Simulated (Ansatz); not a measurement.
# Li on Al(110): change of the work function

Wanted: Δφ(θ) for Li/Al(110), starting from the top site.

Program: Ansatz 0.2.0. Level of theory: plane-wave DFT, PBE, Ansatz PAW. Results are calculated unless marked as measured.

Report form: the programs' logs are mostly left out.

## 1. Starting point

The cell holds 5 atoms: 5 Al. Its edges and angles: a = 4.050 Å, b = 2.864 Å, c = 23.728 Å, α = 90.0°, β = 90.0°, γ = 90.0°. Vacuum lies along c.

As a file:

```cif
data_structure
_symmetry_space_group_name_H-M 'P 1'
_symmetry_Int_Tables_number 1
_cell_length_a 4.0500
_cell_length_b 2.8638
_cell_length_c 23.7276
_cell_angle_alpha 90.000
_cell_angle_beta 90.000
_cell_angle_gamma 90.000
_cell_volume 275.20
loop_
_atom_site_label
_atom_site_type_symbol
_atom_site_fract_x
_atom_site_fract_y
_atom_site_fract_z
_atom_site_occupancy
Al1 Al 0.00000 0.00000 0.37931 1
Al2 Al 0.50000 0.50000 0.43965 1
Al3 Al 0.00000 0.00000 0.50000 1
Al4 Al 0.50000 0.50000 0.56035 1
Al5 Al 0.00000 0.00000 0.62069 1
```

## 2. The clean slab

The bare slab comes first, as the zero from which every change is counted. The two lowest layers are held at bulk places and the upper ones relax. The dipole correction removes the false field that a one-sided slab makes across the periodic vacuum, so each face gets a flat vacuum level of its own.

The input, input.yaml:

```yaml
crystal:
  lattice:
    - [4.05, 0.0, 0.0]
    - [0.0, 2.8637824638, 0.0]
    - [0.0, 0.0, 23.7275649276]
  atoms:
    - { symbol: Al, position: [0.0, 0.0, 0.3793056737] }
    - { symbol: Al, position: [0.5, 0.5, 0.4396528368] }
    - { symbol: Al, position: [0.0, 0.0, 0.5] }
    - { symbol: Al, position: [0.5, 0.5, 0.5603471632] }
    - { symbol: Al, position: [0.0, 0.0, 0.6206943263] }
kpoints:
  mp_grid: { grid: [8, 10, 1] }
hamiltonian:
  xc: pbe
scf:
  occupations: { method: fermi_dirac, width: 0.1 }
  convergence: { dr2_threshold: 1.0e-08 }
efield:
  axis: 3
  dipole_correction: true
  ramp_position: 0.97
  ramp_width: 0.06
relax:
  f_tol: 0.02
  max_steps: 60
  constraints: [{ sites: [0, 1] }]
output:
  write_potential: true
  write_density: true
  volumetric_format: npy
```

Run with:

```console
ansatz run input.yaml --threads 4 --pin off --max-ram 6144MiB --backend cpu --events-out ev --progress --plain --runs-dir out
```

The job ended after 8.8 s (4 threads of Intel Xeon 6975P-C (Granite Rapids), shared host; peak memory 0.59 GiB; 26 s of CPU time).

The steps of the relaxation:

```csv
step,energy less that of the first step (eV),largest force component (eV/Å)
1,0.0000,0.2224
2,-0.0114,0.0520
3,-0.0117,0.0113
```

Forces are held to the 4 operations that the run works with; a distortion that breaks them can't arise in this run.

The atoms that moved most (Å):

```csv
atom,dx,dy,dz,length
Al5,0.000,0.000,-0.093,0.093
Al3,0.000,0.000,-0.029,0.029
Al4,0.000,0.000,0.015,0.015
```

The relaxed structure:

```xyz
5
Lattice="4.0500 0.0000 0.0000 0.0000 2.8638 0.0000 0.0000 0.0000 23.7276" Properties=species:S:1:pos:R:3
Al    0.0000    0.0000    9.0000
Al    2.0250    1.4319   10.4319
Al    0.0000    0.0000   11.8345
Al    2.0250    1.4319   13.3105
Al    0.0000    0.0000   14.6346
```

Numbers from this step:

- energy at zero smearing: -2686.0940 eV
- work function, upper face: 3.995 eV
- dipole along the normal: -1.76e-4 e·Å

Running mean over 1.432 Å of the planar mean; the ramp of the sawtooth is left out. The electron's electrostatic potential energy less the Fermi level by z:

```csv
z (Å),electron's electrostatic potential energy less the Fermi level (eV)
3.0,3.99
3.5,3.99
4.0,3.99
4.5,3.99
5.0,3.99
5.5,3.98
6.0,3.95
6.5,3.87
7.0,3.59
7.5,2.68
8.0,0.664
8.5,-1.67
9.0,-3.65
9.5,-4.48
10.0,-4.67
10.5,-4.77
11.0,-4.82
11.5,-4.80
12.0,-4.64
12.5,-4.57
13.0,-4.67
13.5,-5.00
14.0,-4.99
14.5,-4.38
15.0,-2.40
15.5,0.00563
16.0,2.24
16.5,3.43
17.0,3.82
17.5,3.94
18.0,3.98
18.5,3.99
19.0,3.99
19.5,3.99
20.0,3.99
20.5,3.99
```

The relaxation took 3 steps and lowered the energy by 0.012 eV; the largest force on the free atoms ends at 0.011 eV/Å.

The work function of the upper face is 3.99 eV.

## 3. The covered slab, k-mesh 3×4×1, coverage 0.111 ML

System of this step: Li/Al(110). The cell holds 46 atoms: 45 Al and 1 Li. Its edges and angles: a = 12.150 Å, b = 8.591 Å, c = 26.249 Å, α = 90.0°, β = 90.0°, γ = 90.0°. Vacuum lies along c.

The clean slab as it ended is repeated in the plane and the adsorbate is set on one face; the cell's size fixes the coverage, and the k-mesh shrinks with it to keep the sampling density about even. Adsorbate and upper layers relax, since the dipole depends on the height.

The input, input.yaml:

```yaml
crystal:
  lattice:
    - [12.15, 0.0, 0.0]
    - [0.0, 8.5913473914, 0.0]
    - [0.0, 0.0, 26.2490817459]
  atoms:
    - { symbol: Al, position: [0.0, 0.0, 0.3428691368] }
    - { symbol: Al, position: [0.1666666667, 0.1666666667, 0.3974192824] }
    - { symbol: Al, position: [0.0, 0.0, 0.4508543951] }
    - { symbol: Al, position: [0.1666666667, 0.1666666667, 0.5070859147] }
    - { symbol: Al, position: [0.0, 0.0, 0.557527379] }
    - { symbol: Al, position: [0.0, 0.3333333333, 0.3428691368] }
    - { symbol: Al, position: [0.1666666667, 0.5, 0.3974192824] }
    - { symbol: Al, position: [0.0, 0.3333333333, 0.4508543951] }
[... 34 atom lines left out ...]
    - { symbol: Al, position: [0.6666666667, 0.6666666667, 0.4508543951] }
    - { symbol: Al, position: [0.8333333333, 0.8333333333, 0.5070859147] }
    - { symbol: Al, position: [0.6666666667, 0.6666666667, 0.557527379] }
    - { symbol: Li, position: [0.0, 0.0, 0.6571308632] }
kpoints:
  mp_grid: { grid: [3, 4, 1] }
hamiltonian:
  xc: pbe
scf:
  occupations: { method: fermi_dirac, width: 0.1 }
  convergence: { dr2_threshold: 1.0e-08 }
efield:
  axis: 3
  dipole_correction: true
  ramp_position: 0.97
  ramp_width: 0.06
relax:
  f_tol: 0.02
  max_steps: 60
  constraints:
    - { sites: [0, 1, 5, 6, 10, 11, 15, 16, 20, 21, 25, 26, 30, 31, 35, 36, 40, 41] }
output:
  bader: true
  write_potential: true
  write_density: true
  volumetric_format: npy
```

The job ended after 5 min (4 threads; peak memory 4.9 GiB).

The steps of the relaxation:

```csv
step,energy less that of the first step (eV),largest force component (eV/Å)
1,0.0000,0.1788
2,-0.0469,0.0492
3,-0.0509,0.0264
4,-0.0514,0.0132
```

The run keeps the 4 symmetry operations that it works with, so distortions that break them were not tested.

The atoms that moved most (Å):

```csv
atom,dx,dy,dz,length
Li46,0.000,0.000,-0.242,0.242
Al5,0.000,0.000,-0.168,0.168
Al3,0.000,0.000,-0.059,0.059
Al34,-0.003,0.016,-0.055,0.057
Al4,0.003,0.016,-0.055,0.057
Al44,-0.003,-0.016,-0.055,0.057
Al14,0.003,-0.016,-0.055,0.057
Al20,-0.027,0.000,-0.038,0.047
```

This step gave:

```yaml
energy_at_zero_smearing: -24379.3368 eV
work_function_upper_face: 2.805 eV
work_function_lower_face: 3.978 eV
dipole_along_the_normal: 0.6766 e·Å
step_between_the_vacuum_levels: -1.173 eV
```

Running mean over 1.432 Å of the planar mean; the ramp of the sawtooth is left out. The electron's electrostatic potential energy less the Fermi level by z:

z (Å), electron's electrostatic potential energy less the Fermi level (eV) and a bar from the least value:
```
      3.5       3.98 ##############################
      4.0       3.98 ##############################
      4.5       3.98 ##############################
      5.0       3.97 ##############################
      5.5       3.97 ##############################
      6.0       3.94 ##############################
      6.5       3.86 ##############################
      7.0       3.58 #############################
      7.5       2.69 ##########################
      8.0       0.68 ###################
      8.5      -1.63 ###########
      9.0      -3.59 #####
      9.5      -4.41 ##
     10.0      -4.62 #
     10.5      -4.77 #
     11.0      -4.83 #
     11.5      -4.81 #
     12.0      -4.65 #
     12.5      -4.58 #
     13.0      -4.70 #
     13.5      -4.99 
     14.0      -4.93 
     14.5      -4.20 ###
     15.0      -2.14 ##########
     15.5       0.18 #################
     16.0       2.08 ########################
     16.5       2.74 ##########################
     17.0       2.71 ##########################
     17.5       2.67 ##########################
     18.0       2.73 ##########################
     18.5       2.78 ##########################
     19.0       2.79 ##########################
     19.5       2.80 ##########################
     20.0       2.80 ##########################
     20.5       2.80 ##########################
     21.0       2.80 ##########################
     21.5       2.80 ##########################
     22.0       2.80 ##########################
     22.5       2.80 ##########################
     23.0       2.80 ##########################
```

The relaxation took 4 steps and lowered the energy by 0.051 eV; the largest force on the free atoms ends at 0.013 eV/Å.

The covered face has 2.80 eV, -1.19 eV against the clean one; the bare back face has moved by -0.01 eV, a measure of how thin the slab is.

## 4. Adsorbate added, k-mesh 4×5×1, coverage 0.25 ML

System of this step: Li/Al(110). The cell holds 21 atoms: 20 Al and 1 Li. Its edges and angles: a = 8.100 Å, b = 5.728 Å, c = 26.249 Å, α = 90.0°, β = 90.0°, γ = 90.0°. Vacuum lies along c.

Another coverage, to see how the dipoles act on each other as their distance changes.

The input, input.yaml:

```yaml
crystal:
  lattice:
    - [8.1, 0.0, 0.0]
    - [0.0, 5.7275649276, 0.0]
    - [0.0, 0.0, 26.2490817459]
  atoms:
    - { symbol: Al, position: [0.0, 0.0, 0.3428691368] }
    - { symbol: Al, position: [0.25, 0.25, 0.3974192824] }
    - { symbol: Al, position: [0.0, 0.0, 0.4508543951] }
    - { symbol: Al, position: [0.25, 0.25, 0.5070859147] }
    - { symbol: Al, position: [0.0, 0.0, 0.557527379] }
    - { symbol: Al, position: [0.0, 0.5, 0.3428691368] }
    - { symbol: Al, position: [0.25, 0.75, 0.3974192824] }
    - { symbol: Al, position: [0.0, 0.5, 0.4508543951] }
    - { symbol: Al, position: [0.25, 0.75, 0.5070859147] }
    - { symbol: Al, position: [0.0, 0.5, 0.557527379] }
    - { symbol: Al, position: [0.5, 0.0, 0.3428691368] }
    - { symbol: Al, position: [0.75, 0.25, 0.3974192824] }
    - { symbol: Al, position: [0.5, 0.0, 0.4508543951] }
    - { symbol: Al, position: [0.75, 0.25, 0.5070859147] }
    - { symbol: Al, position: [0.5, 0.0, 0.557527379] }
    - { symbol: Al, position: [0.5, 0.5, 0.3428691368] }
    - { symbol: Al, position: [0.75, 0.75, 0.3974192824] }
    - { symbol: Al, position: [0.5, 0.5, 0.4508543951] }
    - { symbol: Al, position: [0.75, 0.75, 0.5070859147] }
    - { symbol: Al, position: [0.5, 0.5, 0.557527379] }
    - { symbol: Li, position: [0.0, 0.0, 0.6571308632] }
kpoints:
  mp_grid: { grid: [4, 5, 1] }
hamiltonian:
  xc: pbe
scf:
  occupations: { method: fermi_dirac, width: 0.1 }
  convergence: { dr2_threshold: 1.0e-08 }
efield:
  axis: 3
  dipole_correction: true
  ramp_position: 0.97
  ramp_width: 0.06
relax:
  f_tol: 0.02
  max_steps: 60
  constraints: [{ sites: [0, 1, 5, 6, 10, 11, 15, 16] }]
output:
  bader: true
  dos: { projected: true, e_range: [-8, 4] }
  write_potential: true
  write_density: true
  volumetric_format: npy
  elf: true
```

It took 1.9 min on 4 threads; peak memory 2 GiB.

The steps of the relaxation:

```csv
step,energy less that of the first step (eV),largest force component (eV/Å)
1,0.0000,0.2273
2,-0.0407,0.1065
3,-0.0473,0.0312
4,-0.0480,0.0081
```

The run keeps the 4 symmetry operations that it works with, so distortions that break them were not tested.

The atoms that moved most (Å):

```csv
atom,dx,dy,dz,length
Li21,0.000,0.000,-0.227,0.227
Al10,0.000,0.000,0.155,0.155
Al5,0.000,0.000,-0.145,0.145
Al3,0.000,0.000,-0.045,0.045
Al8,0.000,0.000,0.035,0.035
Al20,0.000,0.000,0.029,0.029
Al15,0.000,0.000,0.022,0.022
Al14,-0.001,0.016,0.008,0.018
```

The relaxed structure:

```cif
data_structure
_symmetry_space_group_name_H-M 'P 1'
_symmetry_Int_Tables_number 1
_cell_length_a 8.1000
_cell_length_b 5.7276
_cell_length_c 26.2491
_cell_angle_alpha 90.000
_cell_angle_beta 90.000
_cell_angle_gamma 90.000
_cell_volume 1217.78
loop_
_atom_site_label
_atom_site_type_symbol
_atom_site_fract_x
_atom_site_fract_y
_atom_site_fract_z
_atom_site_occupancy
Al1 Al 0.00000 0.00000 0.34287 1
Al2 Al 0.25000 0.25000 0.39742 1
Al3 Al 0.00000 0.00000 0.44914 1
Al4 Al 0.25011 0.25284 0.50740 1
Al5 Al 0.00000 0.00000 0.55199 1
Al6 Al 0.00000 0.50000 0.34287 1
Al7 Al 0.25000 0.75000 0.39742 1
Al8 Al 0.00000 0.50000 0.45218 1
Al9 Al 0.25011 0.74716 0.50740 1
Al10 Al 0.00000 0.50000 0.56344 1
Al11 Al 0.50000 0.00000 0.34287 1
Al12 Al 0.75000 0.25000 0.39742 1
Al13 Al 0.50000 0.00000 0.45150 1
Al14 Al 0.74989 0.25284 0.50740 1
Al15 Al 0.50000 0.00000 0.55836 1
Al16 Al 0.50000 0.50000 0.34287 1
Al17 Al 0.75000 0.75000 0.39742 1
Al18 Al 0.50000 0.50000 0.45129 1
Al19 Al 0.74989 0.74716 0.50740 1
Al20 Al 0.50000 0.50000 0.55864 1
Li21 Li 0.00000 0.00000 0.64848 1
```

Numbers from this step:

```
energy at zero smearing        : -10948.6501 eV
work function, upper face      : 2.136 eV
work function, lower face      : 3.972 eV
dipole along the normal        : 0.4709 e·Å
step between the vacuum levels : -1.837 eV
```

The density of states has structure finer than the step of the table below, so its rows give means over 0.5 eV, whole bins alone (the curve runs from -8 to 1.98 eV). Peaks (eV: height): -2.11: 17.1, 0.27: 16.9, 0.57: 20.2, 0.99: 21.0, 1.08: 18.6, 1.38: 15.9, 1.83: 16.9.

Density of states against energy, zero at the Fermi level; means over each step:

```csv
energy (eV),density of states (states/eV a cell)
-7.5,4.24
-7.0,3.88
-6.5,4.62
-6.0,5.86
-5.5,7.36
-5.0,5.56
-4.5,5.99
-4.0,7.21
-3.5,7.63
-3.0,6.01
-2.5,10.2
-2.0,9.61
-1.5,6.86
-1.0,10.4
-0.5,6.51
0.0,9.33
0.5,14.8
1.0,12.1
1.5,10.3
```

Projected DOS per atom over height of the atomic layer and energy from the Fermi level. Layers: Al4 Al4 Al4 Al4 Al4 Li from below.

Ten even steps from '_' (0.00 states/eV) to '@' (1.35 states/eV), each cell a mean:
```
==::--::==__
==::--::--**
==------==@@
++==--==**==
--..::..==..
::......--__
==------==..
--::::::--__
::::::::::__
==------++__
::::::::--__
--::::::--__
::::::::::__
..::::::::__
::::..::::__
..::::....__
::--::--::__
..::..::..__
..::..::..__
..........__
..........__
....::....__
```
Columns: height of the atomic layer (Å) from 9 to 17.0 (not evenly spaced); rows upwards: energy from the Fermi level (eV) from -7.96 to 1.95.

Valence density in the ca plane at fractional y = 0.000, with atoms of Al and Li within 0.2 Å of it. It is the smooth field of the valence electrons, not physical close to the nuclei.

Values in e/Å³, 12 rows by 16 columns, each cell a mean:
```
0.1 0.1 0.2 0.2 0.1 0.2 0.1 0.2 0.3 1.5 0.0 0.0 0.0 0.0 0.0 0.0
0.1 0.2 0.2 0.2 0.2 0.2 0.2 0.1 0.0 0.0 0.0 0.0 0.0 0.0 0.0 0.0
0.0 0.1 0.2 0.2 0.1 0.2 0.1 0.1 0.0 0.0 0.0 0.0 0.0 0.0 0.0 0.0
0.0 0.1 0.2 0.2 0.1 0.2 0.2 0.1 0.0 0.0 0.0 0.0 0.0 0.0 0.0 0.0
0.1 0.2 0.2 0.2 0.2 0.2 0.2 0.1 0.0 0.0 0.0 0.0 0.0 0.0 0.0 0.0
0.1 0.1 0.2 0.2 0.1 0.2 0.1 0.1 0.1 0.0 0.0 0.0 0.0 0.0 0.0 0.0
0.1 0.1 0.2 0.2 0.1 0.2 0.2 0.1 0.1 0.0 0.0 0.0 0.0 0.0 0.0 0.0
0.1 0.2 0.2 0.2 0.2 0.2 0.2 0.1 0.0 0.0 0.0 0.0 0.0 0.0 0.0 0.0
0.0 0.1 0.2 0.2 0.1 0.2 0.1 0.1 0.0 0.0 0.0 0.0 0.0 0.0 0.0 0.0
0.0 0.1 0.2 0.2 0.1 0.2 0.2 0.1 0.0 0.0 0.0 0.0 0.0 0.0 0.0 0.0
0.1 0.2 0.2 0.2 0.2 0.2 0.2 0.1 0.1 0.0 0.0 0.0 0.0 0.0 0.0 0.0
0.1 0.1 0.2 0.2 0.1 0.2 0.1 0.2 0.5 3.0 0.0 0.0 0.0 0.0 0.0 0.0
```
Columns run along c (16.0 Å, from fractional 0.30 to 0.91 of the cell), rows up along a (8.1 Å). Atoms in or near the plane, at fractional coordinates: Al at (0.34, 0.00), Al at (0.45, 0.00), Al at (0.55, 0.00), Al at (0.34, 0.50), Al at (0.45, 0.50), Al at (0.56, 0.50), Li at (0.65, 0.00).

Electrostatic potential energy in the ca plane at fractional y = 0.000, with atoms of Al and Li within 0.2 Å of it. With pseudopotentials it is smooth inside the atoms' cores, unlike the true potential.

Ten even steps from '0' (-18 eV) to '9' (3 eV), each cell a mean:
```
61142057502412662142157500036889999999999999
74100378730015775100378742367889999999999999
87545788875467887655789877778899999999999999
99888888888888888888999988888999999999999999
99999888889998888899999999999999999999999999
99999887889998888999999999999999999999999999
99998888888988888899999999999999999999999999
98777888887778888877889999999999999999999999
86312578852126887421378999999999999999999999
72021168621202675112047999999999999999999999
61254057513631673055127999999999999999999999
61142057612421674034037999999999999999999999
74100378740004786200158999999999999999999999
87545788875457888655689999999999999999999999
99888888888888888888999999999999999999999999
99999887889998888899999999999999999999999999
99999887889998888899999999999999999999999999
99998888888888888899999998889999999999999999
98767888877678888777899987788899999999999999
86312578752136886322588865577889999999999999
72021167611203773021167620157889999999999999
61254057404621661264057400036889999999999999
```
Columns run along c (16.0 Å, from fractional 0.30 to 0.91 of the cell; values clipped at the 3rd and 97th percentile), rows up along a (8.1 Å). Atoms in or near the plane, at fractional coordinates: Al at (0.34, 0.00), Al at (0.45, 0.00), Al at (0.55, 0.00), Al at (0.34, 0.50), Al at (0.45, 0.50), Al at (0.56, 0.50), Li at (0.65, 0.00).

ELF in the ca plane at fractional y = 0.000, with atoms of Al and Li within 0.2 Å of it. It is the smooth field of the valence electrons, not physical close to the nuclei.

Values in units of 1e-1, 12 rows by 16 columns, each cell a mean:
```
6.8 2.6 6.0 4.0 2.8 6.5 2.7 6.1 4.3 5.6 0.4 1.4 0.6 0.1 0.0 0.0
5.9 6.1 6.0 5.5 4.7 5.8 6.2 5.8 4.3 0.5 0.8 1.1 0.4 0.1 0.0 0.0
1.7 3.9 5.6 4.0 3.0 5.0 4.8 2.2 1.6 1.3 1.0 0.5 0.2 0.0 0.0 0.0
2.7 4.6 5.7 4.3 3.6 5.2 5.2 3.2 1.5 0.6 0.3 0.1 0.0 0.0 0.0 0.0
6.9 5.9 6.1 5.6 4.8 6.0 6.1 6.4 5.3 1.3 0.2 0.0 0.0 0.0 0.0 0.0
6.5 2.4 5.6 3.7 2.1 6.3 2.8 4.6 7.5 2.4 0.2 0.0 0.0 0.0 0.0 0.0
6.8 2.7 5.8 4.3 2.6 6.3 3.4 5.0 7.2 2.2 0.2 0.0 0.0 0.0 0.0 0.0
6.0 6.3 6.0 5.4 4.9 5.7 6.3 6.0 4.1 0.9 0.2 0.0 0.0 0.0 0.0 0.0
1.8 4.0 5.6 3.9 3.1 5.0 4.7 2.3 1.1 0.7 0.5 0.2 0.1 0.0 0.0 0.0
2.6 4.5 5.7 4.3 3.4 5.1 5.2 3.0 2.4 1.3 1.1 0.7 0.2 0.0 0.0 0.0
6.8 5.7 6.2 5.6 4.7 6.1 5.8 6.5 4.4 0.6 0.6 1.2 0.4 0.1 0.0 0.0
6.4 2.5 5.9 3.5 2.4 6.5 2.3 5.8 4.5 7.9 0.5 1.4 0.6 0.1 0.0 0.0
```
Columns run along c (16.0 Å, from fractional 0.30 to 0.91 of the cell), rows up along a (8.1 Å). Atoms in or near the plane, at fractional coordinates: Al at (0.34, 0.00), Al at (0.45, 0.00), Al at (0.55, 0.00), Al at (0.34, 0.50), Al at (0.45, 0.50), Al at (0.56, 0.50), Li at (0.65, 0.00).

The relaxation took 4 steps and lowered the energy by 0.048 eV; the largest force on the free atoms ends at 0.0081 eV/Å.

By hand: a sheet of dipoles makes a step −p/(ε₀A) in the electron's potential. With e/ε₀ = 180.95 V·Å, p = 0.4709 e·Å and A = 46.39 Å², that is −180.95 × (0.4709) / 46.39 = -1.837 eV, and the two vacuum levels of the run differ by -1.837 eV.

The covered face has 2.14 eV, -1.86 eV against the clean one; the bare back face has moved by -0.02 eV, a measure of how thin the slab is.

(Continued in part 2 of 2.)

[Logs are printed without paths, hosts, clocks, repeated set-up lines and the standing remarks that a program may print on its own settings, such as how far it seeks lower states.]

[Hosts, paths, dates, database ids (printed as entryN), source tags and the programs' standing remarks are cut or masked in the printed files.]

[Maps of the electrostatic potential energy from Ansatz leave out the sawtooth potential of an applied field or a dipole correction, so their vacuum need not be flat; planar profiles and work functions include it.]

[The density of states shown here was stored with 400 of the rows of the run's finer table, so its peaks can read low, often by over a quarter, or be missed, and its means over a window can be off by a tenth or more.]
